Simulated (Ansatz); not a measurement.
## Be2Cu3P: relaxing a made-up structure

Starting from a made-up structure for Be2Cu3P, the aim is the relaxed cell, its shortest contacts and, where a second run follows, its electronic structure.

Method: DFT, PBEsol, plane-wave PAW, files of the set soft_1, scalar-relativistic, ferromagnetic start, cell and ions relaxed at zero pressure; PAW set soft_1, in the first sound run; inputs show where later runs differ, in Ansatz 0.2.0.

## (1) The structure

Symmetry: R-3m, No. 166, trigonal system. Conventional cell: a = 4.424 Å, b = 4.424 Å, c = 9.804 Å, α = 90.00°, β = 90.00°, γ = 120.00°. Nearest to Cu lie 2 P at 2.07 Å and 4 Cu at 2.21 Å and 6 Be at 2.45 to 2.51 Å. Nearest to P lie 6 Cu at 2.07 Å and 6 Be at 2.59 Å. Nearest to Be lie 1 Be at 2.36 Å and 9 Cu at 2.45 to 2.51 Å and 3 P at 2.59 Å. Farther neighbours are not listed.

## (2) Relaxation of the guess

The guessed cell has no reason to be at equilibrium. It is relaxed with the atoms, within the space group of the guess.

input.yaml

```yaml
crystal:
  lattice:
    - [2.212, 1.277098795, 3.268]
    - [-2.212, 1.277098795, 3.268]
    - [0.0, -2.554197591, 3.268]
  atoms:
    - { symbol: Cu, position: [0.5, 0.0, 0.0], spin: 0.6 }
    - { symbol: Cu, position: [0.0, 0.5, 0.0], spin: 0.6 }
    - { symbol: Cu, position: [0.0, 0.0, 0.5], spin: 0.6 }
    - { symbol: P, position: [0.0, 0.0, 0.0] }
    - { symbol: Be, position: [0.620333333, 0.620333333, 0.620333333] }
    - { symbol: Be, position: [0.379666667, 0.379666667, 0.379666667] }
magnetization:
  spin_polarized: true
kpoints:
  mp_grid: { grid: [8, 8, 8] }
scf:
  occupations: { method: fermi_dirac, width: 0.05 }
hamiltonian:
  xc: pbesol
  pseudopotentials: { kind: paw, azcp: { folder: soft_1 }, xc_functional: pbe }
relax:
  f_tol: 0.015
  max_steps: 70
  cell: {}
output:
  forces: true
  stress: true
```

The run is started by

```
ansatz run input.yaml --threads 4 --pin off --max-ram 10240MiB --backend cpu --events-out ev --progress --plain --runs-dir out
```

Numbers of over 12 decimals in the logs are rounded to 6 here.

The program printed:

```text
Engine: ansatz 0.2.0, aarch64-unknown-linux-gnu
Pseudopotentials: kind: paw
Pseudopotential: Cu, paw, valence charge 19, recommended cutoff 420 eV (normal), soft_1/Cu.paw.azcp
Pseudopotential: P, paw, valence charge 5, recommended cutoff 420 eV (normal), soft_1/P.paw.azcp
Pseudopotential: Be, paw, valence charge 2, recommended cutoff 420 eV (normal), soft_1/Be.paw.azcp
Functional definition: PBEsol
  exchange = pbesol_x
  correlation = pbesol_c
Crystal: 6 atoms, lattice volume = 55.391 Å³
Basis set: ecut = 420 eV, 1097 PW (Γ), exchange–correlation on 60×60×60 points (8 copies of the dense FFT grid, shifted against one another)
Bands: 41, of which v1, the nominal top of the filled ones, is band 33 counted from 1 (32 counted from 0)
Symmetry: 12 space group operations
Space group: R-3m (ITA 166), of the structure as read, at distance tolerance 3.8e-5 Å
Magnetic group: BNS 166.97 (UNI 1327), of the structure as read, at distance tolerance 3.8e-5 Å
k-points: 65 of 512
Non-local potential: Cu, projectors of the file, l = 0: 3, l = 1: 2, l = 2: 3, l = 3: 1
Non-local potential: P, projectors of the file, l = 0: 2, l = 1: 2, l = 2: 1
Non-local potential: Be, projectors of the file, l = 0: 2, l = 1: 2, l = 2: 1
PAW form: soft (Blöchl's): semilocal exchange-correlation on the pseudo side does not see the compensation charge
PAW frozen core: Cu, regenerated for the run's functional, and the local potential with it (the file was generated under x = pbe(κ = 0.804, μ = 0.219515), c = pbe(β = 0.066725))
PAW frozen core: P, regenerated for the run's functional, and the local potential with it (the file was generated under x = pbe(κ = 0.804, μ = 0.219515), c = pbe(β = 0.066725))
PAW frozen core: Be, regenerated for the run's functional, and the local potential with it (the file was generated under x = pbe(κ = 0.804, μ = 0.219515), c = pbe(β = 0.066725))
PAW one-centre angular grid: Cu, 590 points (default); XC on 64 Gauss nodes
PAW one-centre angular grid: P, 110 points (default); XC on 64 Gauss nodes
PAW one-centre angular grid: Be, 110 points (default); XC on 64 Gauss nodes
Initial density: superposition of atomic densities (chi_scale 0.1, normalization cell)
Starting moments: Σ|m| = 1.8 μB on 3 of 6 sites
Initial wavefunctions: pseudopotential atomic-orbital guess
Functional: x = pbesol(κ = 0.804, μ = 0.123457), c = pbesol(β = 0.046)
SCF iter   1: F=—  HF=-20691.217320 eV  |F-HF|=—  |Δ(HF+E_count)|=         —  Δρ=2.38e-1 (↑2.38e-1 ↓1.27e-1)  dr2=4.89e1  dr2_m=1.71e0  M=0.153 μB ∫|m|=0.449 μB  β_m=0.30  ethr=3.10e-3  ⟨swp⟩=7.7  Hψ=23913  notcnv=0  defer=8
preconditioner: auto → Kerker (q_TF=auto, 2.809 Å⁻¹)  [metal: Δε(μ)=0.048 eV  Ē_g=9.004 eV  σ=0.050 eV  W_gap=0.23  n_scr=14 (ndim 8)  ℏωp=32.3 eV  f_vac=0.000  D(μ)=1.22/eV (n_scr^D=8)]
spin=Collinear: Kerker preconditioning applied to the charge; magnetization (m = ρ↑ − ρ↓) channel mixes plain (no charge-response kernel on spin).
SCF iter   2: F=—  HF=-20685.305165 eV  |F-HF|=—  |Δ(HF+E_count)|=    5.91e0  Δρ=5.71e-2 (↑5.71e-2 ↓4.79e-2)  dr2=8.23e-1  dr2_m=1.18e0  M=0.062 μB ∫|m|=0.233 μB  β_m=0.30  ethr=3.10e-3  ⟨swp⟩=4.0  Hψ=14217  notcnv=0  defer=262
SCF iter   3: F=—  HF=-20684.525516 eV  |F-HF|=—  |Δ(HF+E_count)|=   7.80e-1  Δρ=6.01e-2 (↑6.01e-2 ↓2.06e-2)  dr2=1.65e0  dr2_m=6.26e-1  M=0.051 μB ∫|m|=0.191 μB  β_m=0.30  ethr=1.25e-3  ⟨swp⟩=2.2  Hψ=10271  notcnv=0  defer=285
SCF iter   4: F=—  HF=-20684.004188 eV  |F-HF|=—  |Δ(HF+E_count)|=   5.21e-1  Δρ=4.80e-2 (↑9.35e-3 ↓4.80e-2)  dr2=4.93e-1  dr2_m=3.64e-1  M=0.020 μB ∫|m|=0.131 μB  β_m=0.30  ethr=1.25e-3  ⟨swp⟩=3.1  Hψ=9235  notcnv=0  defer=286
SCF iter   5: F=—  HF=-20684.156555 eV  |F-HF|=—  |Δ(HF+E_count)|=   1.52e-1  Δρ=4.18e-2 (↑6.24e-3 ↓4.18e-2)  dr2=5.91e-1  dr2_m=1.98e-1  M=0.014 μB ∫|m|=0.099 μB  β_m=0.30  ethr=7.47e-4  ⟨swp⟩=1.6  Hψ=6450  notcnv=0  defer=276
SCF iter   6: F=—  HF=-20684.146476 eV  |F-HF|=—  |Δ(HF+E_count)|=   1.01e-2  Δρ=2.21e-2 (↑7.19e-3 ↓2.21e-2)  dr2=8.31e-2  dr2_m=1.07e-1  M=0.010 μB ∫|m|=0.077 μB  β_m=0.30  ethr=7.47e-4  ⟨swp⟩=2.0  Hψ=5760  notcnv=0  defer=276
Mixer restart at iter 6: flushing history
spin-set hold released at iteration 6 (site moments contracting): the magnetisation degrees of freedom join the quasi-Newton model from the next iteration; the mixer history was flushed
SCF iter   7: F=—  HF=-20684.139320 eV  |F-HF|=—  |Δ(HF+E_count)|=   7.16e-3  Δρ=1.39e-2 (↑7.55e-3 ↓1.39e-2)  dr2=1.86e-2  dr2_m=5.82e-2  M=0.007 μB ∫|m|=0.059 μB  β_m=0.63  ethr=1.26e-4  ⟨swp⟩=1.6  Hψ=5616  notcnv=0  defer=282
SCF iter   8: F=—  HF=-20684.148631 eV  |F-HF|=—  |Δ(HF+E_count)|=   9.31e-3  Δρ=7.09e-3 (↑3.37e-3 ↓7.09e-3)  dr2=3.68e-2  dr2_m=1.80e-3  M=0.001 μB ∫|m|=0.014 μB  β_m=0.49  ethr=2.82e-5  ⟨swp⟩=2.0  Hψ=10358  notcnv=0  defer=283
SCF iter   9: F=—  HF=-20684.135822 eV  |F-HF|=—  |Δ(HF+E_count)|=   1.28e-2  Δρ=2.06e-3 (↑2.06e-3 ↓4.74e-4)  dr2=1.14e-3  dr2_m=3.91e-4  M=-0.000 μB ∫|m|=0.009 μB  β_m=0.74  ethr=2.82e-5  ⟨swp⟩=2.0  Hψ=9864  notcnv=0  defer=283
SCF iter  10: F=—  HF=-20684.136619 eV  |F-HF|=—  |Δ(HF+E_count)|=   7.97e-4  Δρ=4.30e-4 (↑1.94e-4 ↓4.30e-4)  dr2=3.20e-5  dr2_m=2.60e-5  M=0.000 μB ∫|m|=0.001 μB  β_m=0.70  ethr=1.72e-6  ⟨swp⟩=2.0  Hψ=8488  notcnv=0  defer=284
SCF iter  11: F=—  HF=-20684.136822 eV  |F-HF|=—  |Δ(HF+E_count)|=   2.04e-4  Δρ=1.72e-4 (↑8.35e-5 ↓1.72e-4)  dr2=7.84e-6  dr2_m=1.66e-6  M=0.000 μB ∫|m|=0.000 μB  β_m=0.85  ethr=4.84e-8  ⟨swp⟩=2.0  Hψ=7787  notcnv=0  defer=284
SCF iter  12: F=—  HF=-20684.136853 eV  |F-HF|=—  |Δ(HF+E_count)|=   3.02e-5  Δρ=2.33e-5 (↑8.08e-6 ↓2.33e-5)  dr2=1.90e-7  dr2_m=7.23e-8  M=-0.000 μB ∫|m|=0.000 μB  β_m=0.93  ethr=1.19e-8  ⟨swp⟩=2.0  Hψ=7778  notcnv=0  defer=284
SCF iter  13: F=—  HF=-20684.136853 eV  |F-HF|=—  |Δ(HF+E_count)|=   2.17e-7  Δρ=2.74e-6 (↑2.10e-6 ↓2.74e-6)  dr2=1.50e-8  dr2_m=1.34e-10  M=0.000 μB ∫|m|=0.000 μB  β_m=0.96  ethr=1.52e-10  ⟨swp⟩=3.8  Hψ=15223  notcnv=0
SCF iter  14: F=-20684.136853 eV  HF=-20684.136853 eV  |F-HF|=2.73e-10  |Δ(HF+E_count)|=   3.46e-9  Δρ=5.23e-7 (↑5.23e-7 ↓3.52e-7)  dr2=4.65e-10  dr2_m=3.15e-11  M=0.000 μB ∫|m|=0.000 μB  ethr=2.27e-11  ⟨swp⟩=3.0  Hψ=12713  notcnv=0
WARN: the starting moments were not kept: the SCF closed with an absolute magnetisation of 3.9e-6 μB, where they sum to 1.8 μB in size (3 sites). That is at most 0.1 of that sum. Measured as dr2_m measures the in/out step, that magnetisation stands 4.9e-12 eV from none, at or under the dr2_threshold of 1.0e-7 eV: it is no larger than a step whose dr2_m would equal this threshold. The system may hold no moment; this S [...]
[...]
relax step   4: F+E_penalty+E_count = -20685.88712740 eV  Δ(F+E_penalty+E_count) = -2.878e-2 eV  max|allowed force component| = 7.387e-5 eV/Å  Δτ_max = 0.0080 Å  P = -0.251 GPa  Ω = 68.703 Å³  energy of the carried Pulay correction = -8.533e-3 eV  (7 SCF iters, dr2 threshold 6.00e-7 eV, accepted)
[...]
relax step   5: F+E_penalty+E_count = -20685.88728183 eV  Δ(F+E_penalty+E_count) = -1.544e-4 eV  max|allowed force component| = 2.427e-3 eV/Å  Δτ_max = 0.0010 Å  P = -0.017 GPa  Ω = 68.609 Å³  energy of the carried Pulay correction = -8.483e-3 eV  (6 SCF iters, dr2 threshold 4.08e-7 eV, accepted)
[...]
relax step   6: F+E_penalty+E_count = -20685.88730170 eV  Δ(F+E_penalty+E_count) = -1.987e-5 eV  max|allowed force component| = 3.855e-4 eV/Å  Δτ_max = 0.0011 Å  P = -0.001 GPa  Ω = 68.597 Å³  energy of the carried Pulay correction = -8.475e-3 eV  (6 SCF iters, dr2 threshold 6.70e-9 eV, accepted)
[...]
relax step   7: F+E_penalty+E_count = -20685.90798735 eV  Δ(F+E_penalty+E_count) = -2.069e-2 eV  max|allowed force component| = 1.131e-3 eV/Å  Δτ_max = 0.0000 Å  P = +0.486 GPa  Ω = 68.597 Å³  stress off target by 5.63e-1 GPa  SCF on the basis re-selected at this cell (its energy is not comparable with the rows above)  (9 SCF iters)
[...]
relax step   8: F+E_penalty+E_count = -20685.90823952 eV  Δ(F+E_penalty+E_count) = -2.522e-4 eV  max|allowed force component| = 2.575e-4 eV/Å  Δτ_max = 0.0006 Å  P = +0.029 GPa  Ω = 68.814 Å³  energy of the carried Pulay correction = -9.954e-5 eV  (6 SCF iters, dr2 threshold 6.00e-7 eV, accepted)
iter 1 solved again at ethr=7.31e-7 eV; its pass at ethr=3.10e-3 eV (dr2=4.82e-4 eV) is discarded
SCF iter   1: F=—  HF=-20685.908369 eV  |F-HF|=—  |Δ(HF+E_count)|=         —  Δρ=1.72e-4 (↑1.72e-4 ↓1.72e-4)  dr2=1.72e-6  dr2_m=1.92e-10  M=-0.000 μB ∫|m|=0.000 μB  β_m=0.30  ethr=7.31e-7  ⟨swp⟩=3.0  Hψ=36890  notcnv=0
preconditioner: auto → Kerker (q_TF=auto, 2.709 Å⁻¹)  [metal: Δε(μ)=0.110 eV  Ē_g=8.732 eV  σ=0.050 eV  W_gap=0.44  n_scr=20 (ndim 8)  ℏωp=29.0 eV  f_vac=0.000  D(μ)=0.63/eV (n_scr^D=0)]
spin=Collinear: Kerker preconditioning applied to the charge; magnetization (m = ρ↑ − ρ↓) channel mixes plain (no charge-response kernel on spin).
SCF iter   2: F=—  HF=-20685.908353 eV  |F-HF|=—  |Δ(HF+E_count)|=   1.51e-5  Δρ=1.21e-4 (↑1.21e-4 ↓1.21e-4)  dr2=8.88e-7  dr2_m=9.19e-11  M=-0.000 μB ∫|m|=0.000 μB  β_m=0.65  ethr=2.60e-9  ⟨swp⟩=1.8  Hψ=7504  notcnv=0
SCF iter   3: F=—  HF=-20685.908339 eV  |F-HF|=—  |Δ(HF+E_count)|=   1.49e-5  Δρ=6.65e-6 (↑6.65e-6 ↓6.59e-6)  dr2=5.52e-8  dr2_m=4.91e-13  M=0.000 μB ∫|m|=0.000 μB  β_m=0.49  ethr=1.35e-9  ⟨swp⟩=1.1  Hψ=5338  notcnv=0
SCF iter   4: F=—  HF=-20685.908339 eV  |F-HF|=—  |Δ(HF+E_count)|=   1.63e-8  Δρ=2.23e-6 (↑2.20e-6 ↓2.23e-6)  dr2=8.76e-9  dr2_m=4.77e-13  M=0.000 μB ∫|m|=0.000 μB  β_m=0.48  ethr=8.36e-11  ⟨swp⟩=2.0  Hψ=8790  notcnv=0
SCF iter   5: F=—  HF=-20685.908339 eV  |F-HF|=—  |Δ(HF+E_count)|=   3.04e-9  Δρ=6.05e-7 (↑6.05e-7 ↓5.99e-7)  dr2=6.65e-10  dr2_m=1.42e-13  M=0.000 μB ∫|m|=0.000 μB  β_m=0.62  ethr=1.33e-11  ⟨swp⟩=2.1  Hψ=7664  notcnv=0
SCF iter   6: F=—  HF=-20685.908339 eV  |F-HF|=—  |Δ(HF+E_count)|=   2.55e-7  Δρ=4.27e-7 (↑4.27e-7 ↓4.16e-7)  dr2=1.85e-10  dr2_m=3.10e-14  M=0.000 μB ∫|m|=0.000 μB  β_m=0.81  ethr=1.01e-12  ⟨swp⟩=2.0  Hψ=8114  notcnv=0
SCF iter   7: F=-20685.908339 eV  HF=-20685.908339 eV  |F-HF|=3.64e-12  |Δ(HF+E_count)|=  7.28e-11  Δρ=1.02e-7 (↑1.01e-7 ↓1.02e-7)  dr2=2.01e-11  dr2_m=2.18e-15  M=0.000 μB ∫|m|=0.000 μB  ethr=1.00e-12  ⟨swp⟩=3.9  Hψ=14730  notcnv=0
the starting moments were not kept: the SCF closed with an absolute magnetisation of 4.4e-8 μB, where they sum to 1.8 μB in size (3 sites). That is at most 0.1 of that sum. Measured as dr2_m measures the in/out step, that magnetisation stands 3.2e-16 eV from none, at or under the dr2_threshold of 6.0e-11 eV: it is no larger than a step whose dr2_m would equal this threshold.
SCF 9 converged in 7 iterations: F = -20685.908339 eV  dr2 = 2.01e-11
relax step   9: F+E_penalty+E_count = -20685.90833881 eV  Δ(F+E_penalty+E_count) = -9.929e-5 eV  max|allowed force component| = 2.674e-4 eV/Å  Δτ_max = 0.0000 Å  P = +0.026 GPa  Ω = 68.814 Å³  stress off target by 2.62e-2 GPa  SCF on the basis re-selected at this cell (its energy is not comparable with the rows above)  (7 SCF iters)
basis re-selected at this cell: Δ(F+E_penalty+E_count) = -9.929e-5 eV, ΔP = -0.003 GPa vs the last step (what re-selecting the basis moved, of the pressure what is left beyond the Pulay correction that the steps carried, after the strain that the cell walked since its last selection, with what the two solves' SCF thresholds leave and, on support functions, any second-order correction that the steps lacked; it is no m [...]
SCF converged after 7 iterations
Magnetization: 0.0000 μB (33.0000 up, 33.0000 down)
Absolute magnetization: 0.0000 μB (∫|ρ↑−ρ↓|, with the PAW one-centre terms)
Spin contamination: 0.0000 ħ² per cell (⟨S²⟩ above its minimum at these occupations)
Per-site moments (μB) at R_I (Å): [(2.3080182558842005e-9, 0.921419), (2.3080174739054826e-9, 0.921419), (2.3080178434167096e-9, 0.921419), (1.0506091822343873e-9, 0.921419), (3.2779927283562822e-9, 1.047229), (3.2779927348184356e-9, 1.047229)]
Free energy (F): -20685.908339 eV
Harris-Foulkes:  -20685.908339 eV  (|F-HF|=3.64e-12)
Internal energy: -20685.902377 eV  (E = F + TS)
E sigma→0 (E₀):  -20685.905358 eV
Entropy (-TS):   -0.005961 eV (-0.994 meV/atom)
Fermi energy:    13.133901 eV
--- Per-component energies (eV) ---
  E_band       = -1292.349889
  E_kinetic    = 898.002187
  E_local      = -17560.522662  (includes V_loc(G=0)·N_el)
  E_nonlocal   = 2699.294537
  E_hartree    = 7626.781085
  E_xc         = -321.541233
  E_vxc        = -373.538343  (∫ρ·V_xc dr)
  E_paw        = -5980.967121  (= ΣΔE_a)
  E_vpaw       = -2209.150302  (= ΣTr[D̂ρ^β])
  E_aug_tail   = 0.002876  (compensation charges beyond the density's cutoff)
  E_ewald      = -8047.635814
  E_core_change = 0.683767  (= ΣΔE_core)
  E_smearing   = -0.005961  (= −TS)
  E_closure    = -0.000000  (closes the sum)
  Σ components = -20685.908339   (vs F -20685.908339, Δ=0.00e0)
--- Forces (eV/Å), atoms counted from 1 ---
  atom   1  Cu    -0.00000000     0.00000000    -0.00000000
  atom   2  Cu     0.00000000    -0.00000000     0.00000000
  atom   3  Cu     0.00000000    -0.00000000    -0.00000000
  atom   4  P      0.00000000     0.00000000     0.00000000
  atom   5  Be     0.00000000    -0.00000000     0.00026739
  atom   6  Be    -0.00000000     0.00000000    -0.00026739
  max |Σ_I F_I| component: 9.25e-18 eV/Å
--- Stress (GPa, compression-positive) ---
        0.025441      -0.000000       0.000000
       -0.000000       0.025441      -0.000000
        0.000000      -0.000000       0.026224
  P = ⅓ Tr σ = 0.0257 GPa (0.257 kbar)
--- Relaxed structure (7 steps of the walk, 7 accepted, 2 SCFs on fresh bases) ---
  F+E_penalty+E_count = -20685.90833881 eV   max|allowed force component| = 2.674e-4 eV/Å   (the final SCF, on the basis selected at the relaxed cell)
  cell:  # Å, volume = 68.8144 Å³
    - [2.372626, 1.369837, 3.528825419736]
    - [-2.372626, 1.369837, 3.528825419736]
    - [0, -2.739673, 3.528825]
  atoms:
    - { symbol: Cu, position: [0.5, 2.7755575615628914e-17, 0.0] }
    - { symbol: Cu, position: [2.7755575615628914e-17, 0.5, 0.0] }
    - { symbol: Cu, position: [-2.7755575615628914e-17, -2.7755575615628914e-17, 0.500000] }
    - { symbol: P, position: [0, 0, 0] }
    - { symbol: Be, position: [0.619905, 0.619905, 0.619905] }
    - { symbol: Be, position: [0.380095, 0.380095, 0.380095] }
```

Elapsed: 39 s, on 4 threads of Arm Neoverse V1, shared host; peak memory 0.56 GiB; 2.5 min of CPU time.

Step by step:

```tsv
step	energy less that of the first step (eV)	largest force component (eV/Å)	pressure (GPa)	volume (Å³)
1	0.0000	0.0059	51.43	55.39
2	-1.3757	0.0235	19.56	61.78
3	-1.7215	0.0168	4.78	66.55
4	-1.7503	0.0001	-0.25	68.70
5	-1.7504	0.0024	-0.02	68.61
6	-1.7504	0.0004	0.00	68.60
7*	-1.7711	0.0011	0.49	68.60
8	-1.7714	0.0003	0.03	68.81
9*	-1.7715	0.0003	0.03	68.81
```

Relaxation steps marked * repeat the geometry before them on a plane-wave basis chosen anew for their cell, so energy and pressure can jump there.

Forces are held to the 12 operations that the run works with; a distortion that breaks them can't arise in this run.

```tsv
conventional cell, symmetrised	before	after	change
a (Å)	4.424	4.745	+7.3 %
b (Å)	4.424	4.745	+7.3 %
c (Å)	9.804	10.586	+8.0 %
volume (Å³/atom)	9.23	11.47	+24.2 %
```

This step gave:

* free energy: -20685.9083 eV
* energy at zero smearing: -20685.9054 eV
* smearing term TS: 0.005961 eV
* Fermi energy: 13.13 eV
* electrons: 66
* symmetry operations: 12
* pressure: 0.02570 GPa

Shortest distances by pair of elements, guess and relaxed (not always the same contact):

```tsv
pair	guess (Å)	relaxed (Å)
Cu–P	2.074	2.234
Cu–Cu	2.212	2.373
Be–Be	2.359	2.539
Be–Cu	2.448	2.642
Be–P	2.594	2.784
```

The relaxation ends with a largest force component of 2.7e-4 eV/Å and a pressure of 0.03 GPa. No moment survives the cycle: this start ends non-magnetic.

(Part 1 of 2 ends here.)

[Logs are printed without paths, hosts, clocks, repeated set-up lines and the standing remarks that a program may print on its own settings, such as how far it seeks lower states.]

[Hosts, paths, dates, database ids (printed as entryN), source tags and the programs' standing remarks are cut or masked in the printed files.]
